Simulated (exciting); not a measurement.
Consider Na3BrO, space group Pm-3m.

```xyz
5
Lattice="4.5331 0.0000 0.0000 0.0000 4.5331 0.0000 0.0000 0.0000 4.5331" Properties=species:S:1:pos:R:3 pbc="T T T"
Br    0.0000    0.0000    0.0000
Na    2.2666    2.2666    0.0000
Na    2.2666    0.0000    2.2666
Na    0.0000    2.2666    2.2666
O     2.2666    2.2666    2.2666
```

Absorber: atom 5, with 6 Na at 2.27 Å (octahedral, site symmetry m-3m). Method: exciting, all-electron LAPW+lo, LDA, exchange and screened direct term (singlet BSE), 4×4×4 shifted k points, 32 conduction bands, |G+q| up to 3 bohr⁻¹, full RPA screening with nempty = 61, Lorentzian half width 0.45 eV.

Predict the O K near-edge structure at this level.

Bound core exciton? Undecided on this mesh: the first bright state (over 5 % of the brightest) lies at -0.14 eV from the Kohn–Sham onset and at -0.59 eV from the lowest bare transition of its own mesh; weaker or dark states reach down to -0.44 eV. Maxima (height): 0.8 eV (1.00), 2.6 eV (0.96), 7.3 eV (0.50), 12.8 eV (0.66) and 18.5 eV (0.39).

Energy from the Kohn–Sham onset, core level to the lowest empty state found on the meshes used; Im ε in relative units:

```csv
E (eV),Im ε
-4.0,0.02
-3.5,0.03
-3.0,0.03
-2.5,0.04
-2.0,0.06
-1.5,0.08
-1.0,0.12
-0.5,0.23
0.0,0.49
0.5,0.86
1.0,0.98
1.5,0.85
2.0,0.80
2.5,0.95
3.0,0.89
3.5,0.73
4.0,0.57
4.5,0.41
5.0,0.29
5.5,0.22
6.0,0.21
6.5,0.28
7.0,0.46
7.5,0.48
8.0,0.41
8.5,0.38
9.0,0.32
9.5,0.23
10.0,0.21
10.5,0.21
11.0,0.21
11.5,0.26
12.0,0.37
12.5,0.58
13.0,0.64
13.5,0.52
14.0,0.44
14.5,0.36
15.0,0.32
15.5,0.31
16.0,0.31
16.5,0.29
17.0,0.27
17.5,0.27
18.0,0.34
18.5,0.38
19.0,0.33
```

With 64 k points the binding energies are rough, and fine structure above the first lines is partly noise of the mesh. The kernel cutoff is low for a compact core orbital, so the effect of exchange is a lower bound. The zero comes from the unshifted 3×3×3 ground-state mesh; it is exact only where the band minimum lies on that mesh. The structure is a Materials Project entry, computed there, and may be a hypothetical form.

[Banner, clock and machine lines of the logs are left out without a mark of their own.]

[Logs are printed without paths, hosts, clocks, repeated set-up lines and the standing remarks that a program may print on its own settings, such as how far it seeks lower states.]

[Hosts, paths, dates, database ids (printed as entryN), source tags and the programs' standing remarks are cut or masked in the printed files.]
